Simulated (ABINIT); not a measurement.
# How the form of the self-energy moves the gap of SrTiO3 (Tausonite)

Wanted: the gap of SrTiO3 (Tausonite) under several approximations, with cost.

Calculated with ABINIT 10.8.3; PBE and many-body steps on it, plane waves.

**Experimental background.**

- Gap 3.77 eV: direct gap (M0 critical point); spectroscopic ellipsometry, second-derivative fit; 300 K; bulk crystal (commercial single crystal) (“Optical probe of ferroelectric order in bulk and thin film perovskite titanates”, 2013, arxiv:1309.1245).

### 1. The starting structure

It takes space group Pm-3m (No. 221, cubic). The conventional cell has a = 3.905 Å, b = 3.905 Å, c = 3.905 Å, α = 90.00°, β = 90.00°, γ = 90.00°. Nearest to Sr lie 12 O at 2.76 Å. Nearest to Ti lie 6 O at 1.95 Å. O has 2 Ti at 1.95 Å and 4 Sr at 2.76 Å nearest. Farther neighbours and most contacts between anions are not listed.

The cell and positions come from the Crystallography Open Database and are kept as given unless a step says otherwise.

### 2. Empty states on the mesh, 4×4×4 mesh, 205 bands

This step: ABINIT 10.8.3; DFT, PBE, plane waves, norm-conserving pseudopotentials.

The sums over transitions need many empty states on a uniform mesh; this step solves for them.

run.abi

```
acell 3*1.0 Angstrom
rprim 
  3.905280000000 0.000000000000 0.000000000000
  0.000000000000 3.905280000000 0.000000000000
  0.000000000000 0.000000000000 3.905280000000
ntypat 3
znucl 38 22 8
natom 5
typat 1 2 3 3 3
xred 
  0.500000000000 0.500000000000 0.500000000000
  0.000000000000 0.000000000000 0.000000000000
  0.500000000000 0.000000000000 0.000000000000
  0.000000000000 0.500000000000 0.000000000000
  0.000000000000 0.000000000000 0.500000000000
pp_dirpath "pseudos"
pseudos "Sr.upf, Ti.upf, O.upf"
ecut 38
ngkpt 4 4 4
nshiftk 1
shiftk 0 0 0
kptopt 1
chksymbreak 0
irdden 1
istwfk *1
nband 205
prtvol 0
optdriver 6
gwr_task "HDIAGO"
paral_kgb 0
occopt 1
indata_prefix "in"
outdata_prefix "out"
tmpdata_prefix "tmp"
```

The run is started by

```console
> OMP_NUM_THREADS=1 mpirun -n 8 abinit run.abi > log
```

Output:

```text
.Version 10.8.3 of ABINIT. v10.8.2 released Aug 2026.

 Symmetries : space group Pm -3 m (#221); Bravais cP (primitive cubic)
[... echo of the input left out ...]
== DATASET  1 ==================================================================
-   mpi_nproc: 8, omp_nthreads: 1 (-1 if OMP is not activated)

--- !DatasetInfo
iteration_state: {dtset: 1, }
dimensions: {natom: 5, nkpt: 10, mband: 205, nsppol: 1, nspinor: 1, nspden: 1, mpw: 4632, }
cutoff_energies: {ecut:  38.0, pawecutdg:  -1.0, }
[...]
Indirect band gap semiconductor
 Fundamental gap:     1.908 (eV)
   VBM:     6.925 (eV) at k: [ 5.0000E-01,  5.0000E-01,  5.0000E-01]
   CBM:     8.833 (eV) at k: [ 0.0000E+00,  0.0000E+00,  0.0000E+00]
 Direct gap:         2.263 (eV) at k: [ 0.0000E+00,  0.0000E+00,  0.0000E+00]

== END DATASET(S) ==============================================================
================================================================================

 -outvars: echo values of variables after computation  --------
           etotal      0.0000000000E+00
            nband         205
             nkpt          10
          spgroup         221
 [... the other variables as echoed above ...]

 Calculation completed.
```

Wall time 1.8 min (8 MPI ranks of Arm Neoverse V2, shared host); peak memory 9.2 GiB.

This step gave:

```
gap                                                           : 1.908 eV
k of the valence top                                          : 0.5, 0.5, 0.5
k of the conduction bottom                                    : 0, 0, 0
least direct gap                                              : 2.263 eV
k points computed                                             : 10
lowest point of the top converged band, above the valence top : 107.3398 eV
```

On this mesh the gap is 1.908 eV.

The density comes from a self-consistent run that is not shown.

### 3. Screening, 4×4×4 mesh, 197 bands, screening to 190.5 eV

The RPA dielectric matrix is built and inverted for each q.

This step: RPA screening on PBE, plane waves, norm-conserving pseudopotentials.

run.abi: that of step 2 with these lines changed.

```diff
@@ -23,10 +23,11 @@
 chksymbreak 0
-irdden 1
 istwfk *1
-nband 205
-prtvol 0
-optdriver 6
-gwr_task "HDIAGO"
-paral_kgb 0
 occopt 1
+irdwfk 1
+optdriver 3
+nband 197
+ecuteps 7
+inclvkb 2
+awtr 1
+symchi 1
 indata_prefix "in"
```

Output:

```text
.Version 10.8.3 of ABINIT. v10.8.2 released Aug 2026.

 Symmetries : space group Pm -3 m (#221); Bravais cP (primitive cubic)
[... echo of the input left out ...]
== DATASET  1 ==================================================================
-   mpi_nproc: 8, omp_nthreads: 1 (-1 if OMP is not activated)

--- !DatasetInfo
iteration_state: {dtset: 1, }
dimensions: {natom: 5, nkpt: 10, mband: 197, nsppol: 1, nspinor: 1, nspden: 1, mpw: 4632, }
cutoff_energies: {ecut:  38.0, pawecutdg:  -1.0, }
electrons: {nelect:   4.00000000E+01, charge:   0.00000000E+00, occopt:   1.00000000E+00, tsmear:   1.00000000E-02, }

 SCREENING: Calculation of the susceptibility and dielectric matrices

 Based on a program developped by R.W. Godby, V. Olevano, G. Onida, and L. Reining.
 Incorporated in ABINIT by V. Olevano, G.-M. Rignanese, and M. Torrent.
.Using double precision arithmetic ; gwpc =  8

[... cell and pseudopotentials left out ...]
--------------------------------------------------------------------------------

 ==== K-mesh for the wavefunctions ====
 Number of points in the irreducible wedge :    10
[... list of points left out ...]
 Together with 48 symmetry operations and time-reversal symmetry
 yields    64 points in the full Brillouin Zone.

 ==== Q-mesh for the screening function ====
 Number of points in the irreducible wedge :    10
[... list of points left out ...]
 Together with 48 symmetry operations and time-reversal symmetry
 yields    64 points in the full Brillouin Zone.

 setmesh: FFT mesh size selected  =    30x   30x   30
          total number of points  =        27000

 vcoul_init : cutoff-mode = AUXILIARY_FUNCTION
 q-points for optical limit:   1
     1)      0.000010    0.000020    0.000030

- screening: taking advantage of time-reversal symmetry
- Maximum band index for partially occupied states nbvw = 20
- Remaining bands to be divided among processors   nbcw = 177
- Number of bands treated by each node ~22

 Number of electrons calculated from density =   40.0000; Expected =   40.0000
 average of density, n =  0.099519
 r_s =    1.3387
 omega_plasma =   30.4305 [eV]

 calculating chi0 at frequencies [eV] :
  1    0.000000E+00    0.000000E+00
  2    0.000000E+00    3.043050E+01

--------------------------------------------------------------------------------
  q-point number  1        q = ( 0.000000, 0.000000, 0.000000) [r.l.u.]
--------------------------------------------------------------------------------
[... chi0 elements left out ...]
 For q-point:  0.000010 0.000020 0.000030
  dielectric constant =   6.3915
  dielectric constant without local fields =   6.7756

  Average fulfillment of the sum rule on Im[epsilon] for q-point    1 :     75.07  [%]
[... wings left out ...]
  q-point number  2        q = ( 0.250000, 0.000000, 0.000000) [r.l.u.]
--------------------------------------------------------------------------------
[... chi0 elements left out ...]
  Average fulfillment of the sum rule on Im[epsilon] for q-point    2 :     83.03  [%]

 [... 8 further q-points ...]
```

The job ended after 82 s (8 MPI ranks; peak memory 2.4 GiB).

This step gave:

```yaml
eps_infinity_with_local_fields_on_this_mesh_along_the_program_s_q_direction: 6.391
the_same_without_local_fields: 6.776
plasma_frequency: 30.43 eV
plane_waves_in_the_screening_matrix: 365
```

Local fields lower ε∞ by 6 %. On a Γ-centred mesh this coarse the value itself is usually too large, while a short band sum pulls it down.

### 4. G0W0, Godby-Needs plasmon pole

The self-energy is evaluated for the states that the input lists, and the levels follow from it, in one-shot runs by the linearised quasiparticle equation.

This step: G0W0 on PBE, plane waves, norm-conserving pseudopotentials.

run.abi: that of step 3 with these lines changed.

```diff
@@ -26,8 +26,17 @@
 irdwfk 1
-optdriver 3
+optdriver 4
 nband 197
+gwcalctyp 0
+ecutsigx 38
+symsigma 1
+nkptgw 2
+kptgw 
+  0.5000000000 0.5000000000 0.5000000000
+  0.0000000000 0.0000000000 0.0000000000
+bdgw 
+  18 23
+  18 23
 ecuteps 7
-inclvkb 2
-awtr 1
-symchi 1
+irdscr 1
+ppmodel 1
 indata_prefix "in"
```

Output:

```text
.Version 10.8.3 of ABINIT. v10.8.2 released Aug 2026.

 Symmetries : space group Pm -3 m (#221); Bravais cP (primitive cubic)
[... echo of the input left out ...]
== DATASET  1 ==================================================================
-   mpi_nproc: 8, omp_nthreads: 1 (-1 if OMP is not activated)

--- !DatasetInfo
iteration_state: {dtset: 1, }
dimensions: {natom: 5, nkpt: 10, mband: 197, nsppol: 1, nspinor: 1, nspden: 1, mpw: 4632, }
cutoff_energies: {ecut:  38.0, pawecutdg:  -1.0, }
electrons: {nelect:   4.00000000E+01, charge:   0.00000000E+00, occopt:   1.00000000E+00, tsmear:   1.00000000E-02, }

 SIGMA: Calculation of the GW corrections

 Based on a program developped by R.W. Godby, V. Olevano, G. Onida, and L. Reining.
 Incorporated in ABINIT by V. Olevano, G.-M. Rignanese, and M. Torrent.
.Using double precision arithmetic ; gwpc =  8

[... cell and pseudopotentials left out ...]
--------------------------------------------------------------------------------

 ==== K-mesh for the wavefunctions ====
 Number of points in the irreducible wedge :    10
[... list of points left out ...]
 Together with 48 symmetry operations and time-reversal symmetry
 yields    64 points in the full Brillouin Zone.

 ==== Q-mesh for screening function ====
 Number of points in the irreducible wedge :    10
[... list of points left out ...]
 Together with 48 symmetry operations and time-reversal symmetry
 yields    64 points in the full Brillouin Zone.

 vcoul_init : cutoff-mode = AUXILIARY_FUNCTION
 q-points for optical limit:   1
     1)      0.000010    0.000020    0.000030
 setmesh: FFT mesh size selected  =    45x   45x   45
          total number of points  =        91125

 Number of electrons calculated from density =   40.0000; Expected =   40.0000
 average of density, n =  0.099519
 r_s =    1.3387
 omega_plasma =   30.4305 [eV]

 === KS Band Gaps ===
  >>>> For spin  1
   Minimum direct gap =   2.2628 [eV], located at k-point      :   0.0000  0.0000  0.0000
   Fundamental gap    =   1.9077 [eV], Top of valence bands at :   0.5000  0.5000  0.5000
                                       Bottom of conduction at :   0.0000  0.0000  0.0000
 SIGMA fundamental parameters:
 PLASMON POLE MODEL  1
 number of plane-waves for SigmaX                 4457
 number of plane-waves for SigmaC and W            365
 number of plane-waves for wavefunctions          4457
 number of bands                                   197
 number of independent spin polarizations            1
 number of spinorial components                      1
 number of k-points in IBZ                          10
 number of q-points in IBZ                          10
 number of symmetry operations                      48
 number of k-points in BZ                           64
 number of q-points in BZ                           64
 number of frequencies for dSigma/dE                 9
 frequency step for dSigma/dE [eV]                0.25
 number of omega for Sigma on real axis              0
 max omega for Sigma on real axis  [eV]           0.00
 zcut for avoiding poles [eV]                     0.10

 EPSILON^-1 parameters (SCR file):
 dimension of the eps^-1 matrix on file            365
 dimension of the eps^-1 matrix used               365
 number of plane-waves for wavefunctions          4457
 number of bands                                   197
 number of q-points in IBZ                          10
 number of frequencies                               2
 number of real frequencies                          1
 number of imag frequencies                          1

 matrix elements of self-energy operator (all in [eV])

 Perturbative Calculation

--- !SelfEnergy_ee
iteration_state: {dtset: 1, }
kpoint     : [   0.500,    0.500,    0.500, ]
spin       : 1
KS_gap     :    4.517
QP_gap     :    6.363
Delta_QP_KS:    1.846
data: !SigmaeeData |
     Band     E0 <VxcDFT>   SigX SigC(E0)      Z dSigC/dE  Sig(E)    E-E0       E
       18   6.925 -20.195 -25.189   4.746   0.767  -0.305 -20.384  -0.190   6.736
       19   6.925 -20.195 -25.189   4.746   0.767  -0.305 -20.384  -0.190   6.736
       20   6.925 -20.195 -25.189   4.746   0.767  -0.305 -20.384  -0.190   6.736
       21  11.442 -21.983 -12.959  -6.731   0.722  -0.385 -20.327   1.656  13.098
       22  11.442 -21.983 -12.959  -6.731   0.722  -0.385 -20.327   1.656  13.098
       23  11.442 -21.983 -12.959  -6.731   0.722  -0.385 -20.327   1.656  13.098

--- !SelfEnergy_ee
iteration_state: {dtset: 1, }
kpoint     : [   0.000,    0.000,    0.000, ]
spin       : 1
KS_gap     :    2.263
QP_gap     :    3.853
Delta_QP_KS:    1.590
data: !SigmaeeData |
     Band     E0 <VxcDFT>   SigX SigC(E0)      Z dSigC/dE  Sig(E)    E-E0       E
[...]
21   8.833 -18.883 -11.450  -5.663   0.781  -0.281 -17.500   1.382  10.215
       22   8.833 -18.883 -11.450  -5.663   0.781  -0.281 -17.500   1.382  10.215
       23   8.833 -18.883 -11.450  -5.663   0.781  -0.281 -17.500   1.382  10.215

== END DATASET(S) ==============================================================
================================================================================

 -outvars: echo values of variables after computation  --------
           etotal      0.0000000000E+00
            nband         197
             nkpt          10
          spgroup         221
 [... the other variables as echoed above ...]

 Calculation completed.
```

The job ended after 19 s (8 MPI ranks; peak memory 2.4 GiB).

This step gave:

- G0W0 gap on the points computed: 3.479 eV
- starting gap on the mesh: 1.908 eV
- k of the valence top: 0.5, 0.5, 0.5
- k of the conduction bottom: 0, 0, 0
- Z at the valence top: 0.767
- Z at the conduction bottom: 0.781
- least direct G0W0 gap on the computed points: 3.852 eV

The gap on the mesh goes from 1.91 eV to 3.48 eV, a correction of +1.57 eV.

### 5. G0W0, Hybertsen-Louie plasmon pole

run.abi: that of step 4 with these lines changed.

```diff
@@ -40,3 +40,3 @@
 irdscr 1
-ppmodel 1
+ppmodel 2
 indata_prefix "in"
```

Output:

```text
.Version 10.8.3 of ABINIT. v10.8.2 released Aug 2026.

 Symmetries : space group Pm -3 m (#221); Bravais cP (primitive cubic)
[... echo of the input left out ...]
== DATASET  1 ==================================================================
-   mpi_nproc: 8, omp_nthreads: 1 (-1 if OMP is not activated)

--- !DatasetInfo
iteration_state: {dtset: 1, }
dimensions: {natom: 5, nkpt: 10, mband: 197, nsppol: 1, nspinor: 1, nspden: 1, mpw: 4632, }
cutoff_energies: {ecut:  38.0, pawecutdg:  -1.0, }
electrons: {nelect:   4.00000000E+01, charge:   0.00000000E+00, occopt:   1.00000000E+00, tsmear:   1.00000000E-02, }

 SIGMA: Calculation of the GW corrections

 Based on a program developped by R.W. Godby, V. Olevano, G. Onida, and L. Reining.
 Incorporated in ABINIT by V. Olevano, G.-M. Rignanese, and M. Torrent.
.Using double precision arithmetic ; gwpc =  8

[... cell and pseudopotentials left out ...]
--------------------------------------------------------------------------------

 ==== K-mesh for the wavefunctions ====
 Number of points in the irreducible wedge :    10
[... list of points left out ...]
 Together with 48 symmetry operations and time-reversal symmetry
 yields    64 points in the full Brillouin Zone.

 ==== Q-mesh for screening function ====
 Number of points in the irreducible wedge :    10
[... list of points left out ...]
 Together with 48 symmetry operations and time-reversal symmetry
 yields    64 points in the full Brillouin Zone.

 vcoul_init : cutoff-mode = AUXILIARY_FUNCTION
 q-points for optical limit:   1
     1)      0.000010    0.000020    0.000030
 setmesh: FFT mesh size selected  =    45x   45x   45
          total number of points  =        91125

 Number of electrons calculated from density =   40.0000; Expected =   40.0000
[...]
number of omega for Sigma on real axis              0
 max omega for Sigma on real axis  [eV]           0.00
 zcut for avoiding poles [eV]                     0.10

 EPSILON^-1 parameters (SCR file):
 dimension of the eps^-1 matrix on file            365
 dimension of the eps^-1 matrix used               365
 number of plane-waves for wavefunctions          4457
 number of bands                                   197
 number of q-points in IBZ                          10
 number of frequencies                               2
 number of real frequencies                          1
 number of imag frequencies                          1

 matrix elements of self-energy operator (all in [eV])

 Perturbative Calculation

--- !SelfEnergy_ee
iteration_state: {dtset: 1, }
kpoint     : [   0.500,    0.500,    0.500, ]
spin       : 1
KS_gap     :    4.517
QP_gap     :    7.449
Delta_QP_KS:    2.932
data: !SigmaeeData |
     Band     E0 <VxcDFT>   SigX SigC(E0)      Z dSigC/dE  Sig(E)    E-E0       E
       18   6.925 -20.195 -25.189   4.106   0.831  -0.203 -20.933  -0.738   6.187
       19   6.925 -20.195 -25.189   4.106   0.831  -0.203 -20.933  -0.738   6.187
       20   6.925 -20.195 -25.189   4.106   0.831  -0.203 -20.933  -0.738   6.187
[...]
--- !SelfEnergy_ee
iteration_state: {dtset: 1, }
kpoint     : [   0.000,    0.000,    0.000, ]
spin       : 1
KS_gap     :    2.263
QP_gap     :    4.544
Delta_QP_KS:    2.281
data: !SigmaeeData |
     Band     E0 <VxcDFT>   SigX SigC(E0)      Z dSigC/dE  Sig(E)    E-E0       E
[...]
22   8.833 -18.883 -11.450  -5.595   0.850  -0.176 -17.321   1.562  10.395
       23   8.833 -18.883 -11.450  -5.595   0.850  -0.176 -17.321   1.562  10.395

== END DATASET(S) ==============================================================
================================================================================

 -outvars: echo values of variables after computation  --------
           etotal      0.0000000000E+00
            nband         197
             nkpt          10
          spgroup         221
 [... the other variables as echoed above ...]

 Calculation completed.
```

Wall time 18 s (8 MPI ranks); peak memory 2.3 GiB; 2.4 min of CPU time.

Numbers from this step:

- G0W0 gap on the points computed: 4.208 eV
- starting gap on the mesh: 1.908 eV
- k of the valence top: 0.5, 0.5, 0.5
- k of the conduction bottom: 0, 0, 0
- Z at the valence top: 0.831
- Z at the conduction bottom: 0.85
- least direct G0W0 gap on the computed points: 4.544 eV

Against G0W0 in ABINIT (4×4×4 mesh, 197 bands, screening to 190.5 eV, Godby-Needs plasmon pole), the gap moves by +0.729 eV.

### 6. G0W0, von der Linden-Horsch plasmon pole

run.abi: that of step 5 with these lines changed.

```diff
@@ -40,3 +40,3 @@
 irdscr 1
-ppmodel 2
+ppmodel 3
 indata_prefix "in"
```

Output:

```text
.Version 10.8.3 of ABINIT. v10.8.2 released Aug 2026.

 Symmetries : space group Pm -3 m (#221); Bravais cP (primitive cubic)
[... echo of the input left out ...]
== DATASET  1 ==================================================================
-   mpi_nproc: 8, omp_nthreads: 1 (-1 if OMP is not activated)

--- !DatasetInfo
iteration_state: {dtset: 1, }
dimensions: {natom: 5, nkpt: 10, mband: 197, nsppol: 1, nspinor: 1, nspden: 1, mpw: 4632, }
cutoff_energies: {ecut:  38.0, pawecutdg:  -1.0, }
[...]
Band     E0 <VxcDFT>   SigX SigC(E0)      Z dSigC/dE  Sig(E)    E-E0       E
[...]
22   8.833 -18.883 -11.450  -5.984   0.846  -0.182 -17.657   1.226  10.059
       23   8.833 -18.883 -11.450  -5.984   0.846  -0.182 -17.657   1.226  10.059

== END DATASET(S) ==============================================================
================================================================================

 -outvars: echo values of variables after computation  --------
           etotal      0.0000000000E+00
            nband         197
             nkpt          10
          spgroup         221
 [... the other variables as echoed above ...]

 Calculation completed.
```

It took 10 s on 8 MPI ranks; peak memory 2.1 GiB; 79 s of CPU time.

This step gave:

| Quantity | Value |
| --- | --- |
| G0W0 gap on the points computed | 3.621 eV |
| starting gap on the mesh | 1.908 eV |
| k of the valence top | 0.5, 0.5, 0.5 |
| k of the conduction bottom | 0, 0, 0 |
| least direct G0W0 gap on the computed points | 3.990 eV |

Against G0W0 in ABINIT (4×4×4 mesh, 197 bands, screening to 190.5 eV, Godby-Needs plasmon pole), the gap moves by +0.142 eV.

[end of part 1 of 2]

[Paths, hosts, dates, memory and timing lines, banners, echoed tables and standing remarks are left out of the program output.]

[Logs are printed without paths, hosts, clocks, repeated set-up lines and the standing remarks that a program may print on its own settings, such as how far it seeks lower states.]

[Runs of the session that timed out or met a known fault of the program may be left out.]

[Hosts, paths, dates, database ids (printed as entryN), source tags and the programs' standing remarks are cut or masked in the printed files.]

[G0W0 gaps are taken among the corrected bands and points alone; a level outside them can change the order at an edge.]

[Where Ansatz stands beside ABINIT at settings called matched, ABINIT's density can come from a denser mesh and the files from another edition; pairs whose starting gaps differed by over 0.03 eV were left out, so agreement reads better than it is.]
